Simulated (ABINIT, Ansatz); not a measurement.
## Quasiparticle gap of VBiO4 (Clinobisvanite) in ABINIT

Wanted: ground state, empty states, screening and self-energy for VBiO4 (Clinobisvanite).

Calculated with ABINIT 10.8.3; LDA and many-body steps on it, plane waves.

**Experimental background.**

- Gap 2.27 eV: optical absorption edge, indirect Tauc analysis, light polarized along [-110] (tetragonal axes), perpendicular to principal axis; transmittance and reflectance spectroscopy, Tauc plot; 300 K; bulk crystal (Czochralski single crystal, (110)-oriented, 360 um thick) (“Role of the ferroelastic strain in the optical absorption of BiVO4”, 2020, arxiv:2004.10183).

- Gap 2.38 eV: optical gap from linear extrapolation of the absorption edge; UV-visible absorption, Tauc-type extrapolation; powder (hydrothermally grown porous microspheres, annealed at 500 C) (“Fabrication and performance enhancement of an In2O3/BiVO4 heterojunction for N-butanol gas sensing applications”, 2024, pmc:11650617).

- Gap 2.39 eV: optical absorption edge, indirect Tauc analysis, light polarized along [001] (tetragonal axes), parallel to principal axis; transmittance and reflectance spectroscopy, Tauc plot; 300 K; bulk crystal (Czochralski single crystal, (110)-oriented, 360 um thick) (“Role of the ferroelastic strain in the optical absorption of BiVO4”, 2020, arxiv:2004.10183).

### Step 1. Starting point

It takes space group C2/c (No. 15, monoclinic). Conventional cell: a = 7.247 Å, b = 11.697 Å, c = 5.090 Å, α = 90.00°, β = 134.22°, γ = 90.00°. Nearest to V lie 4 O at 1.69 to 1.77 Å. Bi has 8 O at 2.35 to 2.63 Å nearest. Nearest to O lie 1 V at 1.77 Å and 2 Bi at 2.35 to 2.37 Å. O has 1 V at 1.69 Å and 2 Bi at 2.52 to 2.63 Å nearest. Farther neighbours and most contacts between anions are not listed.

The cell and positions come from the Crystallography Open Database and are kept as given unless a step says otherwise. Spin-orbit coupling is left out unless a step names it.

### Step 2. Ground state

This step: ABINIT 10.8.3; DFT, LDA, plane waves, norm-conserving pseudopotentials.

The ground-state density comes first.

run.abi

```
acell 3*1.0 Angstrom
rprim 
  3.623583094700 -5.848600000000 -0.000000000000
  3.623583094700 5.848600000000 0.000000000000
  -3.550011012700 0.000000000000 3.647394391800
ntypat 3
znucl 23 83 8
natom 12
typat 1 1 2 2 3 3 3 3 3 3 3 3
xred 
  0.870000000000 0.130000000000 0.750000000000
  0.130000000000 0.870000000000 0.250000000000
  0.366500000000 0.633500000000 0.750000000000
  0.633500000000 0.366500000000 0.250000000000
  0.938300000000 0.354700000000 0.638800000000
  0.645300000000 0.061700000000 0.861200000000
  0.061700000000 0.645300000000 0.361200000000
  0.354700000000 0.938300000000 0.138800000000
  0.811300000000 0.709900000000 0.879600000000
  0.290100000000 0.188700000000 0.620400000000
  0.188700000000 0.290100000000 0.120400000000
  0.709900000000 0.811300000000 0.379600000000
pp_dirpath "pseudos"
pseudos "V.upf, Bi.upf, O.upf"
ecut 42
ngkpt 4 4 6
nshiftk 1
shiftk 0 0 0
kptopt 1
chksymbreak 0
nband 70
occopt 1
tolvrs 1e-10
nstep 60
prtwf 0
optforces 0
optstress 0
indata_prefix "in"
outdata_prefix "out"
tmpdata_prefix "tmp"
```

Started as:

```
$ OMP_NUM_THREADS=1 mpirun -n 16 abinit run.abi > log
```

Numbers of over 12 decimals in the logs are rounded to 6 here.

What it wrote:

```text
.Version 10.8.3 of ABINIT. v10.8.2 released Aug 2026.

 Symmetries : space group C2/c (# 15); Bravais mC (1-face-center monocl.)
================================================================================
 Values of the parameters that define the memory need of the present run
     intxc =       0    ionmov =       0      iscf =       7    lmnmax =       6
     lnmax =       6     mgfft =      80  mpssoang =       3    mqgrid =    3001
     natom =      12  nloc_mem =       1    nspden =       1   nspinor =       1
    nsppol =       1      nsym =       4    n1xccc =    2501    ntypat =       3
    occopt =       1   xclevel =       1
-    mband =          70        mffmem =           1         mkmem =           3
       mpw =       13604          nfft =      384000          nkpt =          34
================================================================================
  Rough estimation (10% accuracy) of disk space for files :
================================================================================

--------------------------------------------------------------------------------
------------- Echo of variables that govern the present computation ------------
--------------------------------------------------------------------------------
 -outvars: echo values of preprocessed input variables --------
            acell      1.8897261259E+00  1.8897261259E+00  1.8897261259E+00 Bohr

      chksymbreak           0
             ecut      4.20000000E+01 Hartree
-          fftalg         312

              ixc       -1012
              kpt      0.00000000E+00  0.00000000E+00  0.00000000E+00
                       2.50000000E-01  0.00000000E+00  0.00000000E+00
                       5.00000000E-01  0.00000000E+00  0.00000000E+00
                       2.50000000E-01  2.50000000E-01  0.00000000E+00
                       5.00000000E-01  2.50000000E-01  0.00000000E+00
                      -2.50000000E-01  2.50000000E-01  0.00000000E+00
                       5.00000000E-01  5.00000000E-01  0.00000000E+00
                       0.00000000E+00  0.00000000E+00  1.66666667E-01
                       2.50000000E-01  0.00000000E+00  1.66666667E-01
   [... 23 further rows ...]
                      -2.50000000E-01  2.50000000E-01  5.00000000E-01
                       5.00000000E-01  5.00000000E-01  5.00000000E-01
         kptrlatt        4    0    0      0    4    0      0    0    6
          kptrlen      4.38335016E+01
P           mkmem           3
            natom          12
            nband          70
            ngfft          80      80      60
             nkpt          34
            nstep          60
             nsym           4
           ntypat           3
              occ      2.000000  2.000000  2.000000  2.000000  2.000000  2.000000
                       2.000000  2.000000  2.000000  2.000000  2.000000  2.000000
                       2.000000  2.000000  2.000000  2.000000  2.000000  2.000000
                       2.000000  2.000000  2.000000  2.000000  2.000000  2.000000
                       2.000000  2.000000  2.000000  2.000000  2.000000  2.000000
                       2.000000  2.000000  2.000000  2.000000  2.000000  2.000000
                       2.000000  2.000000  2.000000  2.000000  2.000000  2.000000
                       2.000000  2.000000  2.000000  2.000000  2.000000  2.000000
                       2.000000  2.000000  2.000000  2.000000  2.000000  2.000000
                       2.000000  2.000000  2.000000  2.000000  2.000000  2.000000
                       0.000000  0.000000  0.000000  0.000000  0.000000  0.000000
                       0.000000  0.000000  0.000000  0.000000
        optforces           0
        optstress           0
            prtwf           0
            rprim      3.6235830947E+00 -5.8486000000E+00 -0.0000000000E+00
[...]
spgroup          15

           tolvrs      1.00000000E-10

             xred      8.7000000000E-01  1.3000000000E-01  7.5000000000E-01
[...]
znucl       23.00000   83.00000    8.00000

================================================================================

 chkinp: Checking input parameters for consistency.

================================================================================
== DATASET  1 ==================================================================
-   mpi_nproc: 16, omp_nthreads: 1 (-1 if OMP is not activated)
-    --> not optimal distribution: autoparal keyword recommended in input file <--

--- !DatasetInfo
iteration_state: {dtset: 1, }
dimensions: {natom: 12, nkpt: 34, mband: 70, nsppol: 1, nspinor: 1, nspden: 1, mpw: 13604, }
cutoff_energies: {ecut:  42.0, pawecutdg:  -1.0, }
electrons: {nelect:   1.20000000E+02, charge:   0.00000000E+00, occopt:   1.00000000E+00, tsmear:   1.00000000E-02, }

 Real(R)+Recip(G) space primitive vectors, cartesian coordinates (Bohr,Bohr^-1):
 R(1)=  6.8475796-11.0522522  0.0000000  G(1)=  0.0730185 -0.0452396  0.0710689
 R(2)=  6.8475796 11.0522522  0.0000000  G(2)=  0.0730185  0.0452396  0.0710689
 R(3)= -6.7085486  0.0000000  6.8925765  G(3)=  0.0000000  0.0000000  0.1450836
 Unit cell volume ucvol=  1.0432766E+03 bohr^3
 Angles (23,13,12)=  1.11551715E+02  1.11551715E+02  1.16438255E+02 degrees

 getcut: wavevector=  0.0000  0.0000  0.0000  ngfft=  80  80  60
[...]
--- !BeginCycle
iteration_state: {dtset: 1, }
solver: {iscf: 7, nstep: 60, nline: 4, wfoptalg: 0, }
tolerances: {tolvrs: 1.00E-10, }

     iter   Etot(hartree)      deltaE(h)  residm     vres2
 ETOT  1  -741.94752472637    -7.419E+02 1.924E-01 8.842E+03
 ETOT  2  -717.05267268681     2.489E+01 1.009E-01 2.086E+05
 ETOT  3  -744.11207979084    -2.706E+01 4.741E-02 1.295E+03
 ETOT  4  -744.27233621570    -1.603E-01 2.330E-02 2.459E+02
 ETOT  5  -744.29446119427    -2.212E-02 6.859E-03 2.235E+02
 ETOT  6  -744.30771516712    -1.325E-02 1.395E-02 2.297E+01
 ETOT  7  -744.31125491926    -3.540E-03 5.859E-03 8.008E-01
 ETOT  8  -744.31132631409    -7.139E-05 6.555E-03 1.880E-01
 ETOT  9  -744.31135056435    -2.425E-05 2.523E-03 6.789E-03
 ETOT 10  -744.31135123301    -6.687E-07 1.727E-03 3.287E-05
 ETOT 11  -744.31135123690    -3.894E-09 1.297E-03 2.003E-05
 ETOT 12  -744.31135123811    -1.210E-09 7.308E-04 1.425E-06
 ETOT 13  -744.31135123827    -1.525E-10 5.286E-04 8.805E-08
 ETOT 14  -744.31135123825     1.910E-11 3.717E-04 2.479E-09
 ETOT 15  -744.31135123825     5.684E-13 4.910E-04 9.509E-10
 ETOT 16  -744.31135123824     6.708E-12 3.467E-04 1.033E-10
 ETOT 17  -744.31135123827    -3.172E-11 4.412E-04 1.392E-12

 At SCF step   17       vres2   =  1.39E-12 < tolvrs=  1.00E-10 =>converged.

--- !ResultsGS
iteration_state: {dtset: 1, }
comment   : Summary of ground state results
lattice_vectors:
- [  6.8475796, -11.0522522,  -0.0000000, ]
- [  6.8475796,  11.0522522,   0.0000000, ]
- [ -6.7085486,   0.0000000,   6.8925765, ]
lattice_lengths: [  13.00160,   13.00160,    9.61833, ]
lattice_angles: [111.552, 111.552, 116.438, ] # degrees, (23, 13, 12)
lattice_volume:   1.0432766E+03
convergence: {deltae: -3.172E-11, res2:  1.392E-12, residm:  4.412E-04, diffor:  0.000E+00, }
etotal    :  -7.44311351E+02
entropy   :   0.00000000E+00
fermie    :   2.01609699E-01
cartesian_stress_tensor: null
pressure_GPa: null
xred      :
- [  8.7000E-01,   1.3000E-01,   7.5000E-01,  V]
- [  1.3000E-01,   8.7000E-01,   2.5000E-01,  V]
- [  3.6650E-01,   6.3350E-01,   7.5000E-01, Bi]
- [  6.3350E-01,   3.6650E-01,   2.5000E-01, Bi]
- [  9.3830E-01,   3.5470E-01,   6.3880E-01,  O]
- [  6.4530E-01,   6.1700E-02,   8.6120E-01,  O]
- [  6.1700E-02,   6.4530E-01,   3.6120E-01,  O]
- [  3.5470E-01,   9.3830E-01,   1.3880E-01,  O]
- [  8.1130E-01,   7.0990E-01,   8.7960E-01,  O]
- [  2.9010E-01,   1.8870E-01,   6.2040E-01,  O]
- [  1.8870E-01,   2.9010E-01,   1.2040E-01,  O]
- [  7.0990E-01,   8.1130E-01,   3.7960E-01,  O]
cartesian_forces: null
force_length_stats: {min: null, max: null, mean: null, }

 Integrated electronic density in atomic spheres:
 ------------------------------------------------
 Atom  Sphere_radius  Integrated_density
[...]
================================================================================

 ----iterations are completed or convergence reached----

 Mean square residual over all n,k,spin=   12.706E-07; max=  44.121E-05
 reduced coordinates (array xred) for   12 atoms
[...]
0.354700000000      0.938300000000      0.138800000000
       0.811300000000      0.709900000000      0.879600000000
       0.290100000000      0.188700000000      0.620400000000
       0.188700000000      0.290100000000      0.120400000000
       0.709900000000      0.811300000000      0.379600000000
 rms dE/dt=  0.0000E+00; max dE/dt=  0.0000E+00; dE/dt below (all hartree)
    1       0.000000000000      0.000000000000      0.000000000000
    2       0.000000000000      0.000000000000      0.000000000000
    3       0.000000000000      0.000000000000      0.000000000000
    4       0.000000000000      0.000000000000      0.000000000000
    5       0.000000000000      0.000000000000      0.000000000000
    6       0.000000000000      0.000000000000      0.000000000000
    7       0.000000000000      0.000000000000      0.000000000000
    8       0.000000000000      0.000000000000      0.000000000000
    9       0.000000000000      0.000000000000      0.000000000000
[...]
cartesian coordinates (angstrom) at end:
[...]
8      4.192551     3.413243     0.506258
    9      2.389605    -0.593048     3.208248
   10     -0.467455    -0.593048     2.262843
   11      1.307550     0.593048     0.439146
   12      4.164610     0.593048     1.384551
 length scales=  1.889726125908  1.889726125908  1.889726125908 bohr
              =  1.000000000000  1.000000000000  1.000000000000 angstroms
 prteigrs : about to open file out_EIG
 Fermi (or HOMO) energy (hartree) =   0.20161   Average Vxc (hartree)=  -0.42703
 Eigenvalues (hartree) for nkpt=  34  k points:
 kpt#   1, nband= 70, wtk=  0.01042, kpt=  0.0000  0.0000  0.0000 (reduced coord)
  -5.40307   -5.40307   -3.12272   -3.12272   -3.12242   -3.12242   -3.12169   -3.12169
  -2.13395   -2.13392   -1.19087   -1.19075   -1.18851   -1.18809   -1.18799   -1.18794
  -0.60047   -0.59926   -0.59835   -0.59762   -0.59699   -0.59682   -0.59677   -0.59635
  -0.59548   -0.59540   -0.45527   -0.40504   -0.39864   -0.39285   -0.39242   -0.38827
  -0.38445   -0.37997   -0.16253   -0.12444    0.00826    0.01986    0.02995    0.03537
   0.05438    0.06468    0.07619    0.07988    0.08379    0.08777    0.09627    0.10444
   0.11454    0.11804    0.11818    0.13203    0.13686    0.13945    0.14302    0.14521
   0.16457    0.17617    0.17819    0.18377    0.29275    0.30893    0.32047    0.32713
   0.34834    0.35502    0.35806    0.35955    0.36530    0.36622
 prteigrs : prtvol=0 or 1, do not print more k-points.

--- !EnergyTerms
iteration_state     : {dtset: 1, }
comment             : Components of total free energy in Hartree
kinetic             :  2.78466154364142E+02
hartree             :  2.00861701576571E+02
xc                  : -1.26250758575005E+02
Ewald energy        : -4.46860914852584E+02
psp_core            :  1.55196158167582E+01
local_psp           : -6.71359936716794E+02
non_local_psp       :  5.31278714864140E+00
total_energy        : -7.44311351238270E+02
total_energy_eV     : -2.02537436658126E+04
band_energy         : -9.58042210007905E+01

== END DATASET(S) ==============================================================
================================================================================

 -outvars: echo values of variables after computation  --------
           etotal     -7.4431135124E+02
            nband          70
             nkpt          34
          spgroup          15
 [... the other variables as echoed above ...]

 Calculation completed.
```

It took 9 min on 16 MPI ranks of Arm Neoverse N1, shared host; peak memory 2.9 GiB.

This step gave:

```
total energy               : -20253.7437 eV
gap                        : 2.222 eV
k of the valence top       : 0, 0, 0.3333
k of the conduction bottom : 0.5, 0, 0.5
least direct gap           : 2.270 eV
```

The gap is indirect, with the least direct gap 0.05 eV higher.

(Part 1 of 3 ends here.)

[Paths, hosts, dates, memory and timing lines, banners, echoed tables and standing remarks are left out of the program output.]

[Logs are printed without paths, hosts, clocks, repeated set-up lines and the standing remarks that a program may print on its own settings, such as how far it seeks lower states.]

[Runs of the session that timed out or met a known fault of the program may be left out.]

[No measured gap is set beside runs whose start may be inverted or whose files or cutoffs have a known fault.]

[Hosts, paths, dates, database ids (printed as entryN), source tags and the programs' standing remarks are cut or masked in the printed files.]

[G0W0 gaps are taken among the corrected bands and points alone; a level outside them can change the order at an edge.]

[Where Ansatz stands beside ABINIT at settings called matched, ABINIT's density can come from a denser mesh and the files from another edition; pairs whose starting gaps differed by over 0.03 eV were left out, so agreement reads better than it is.]
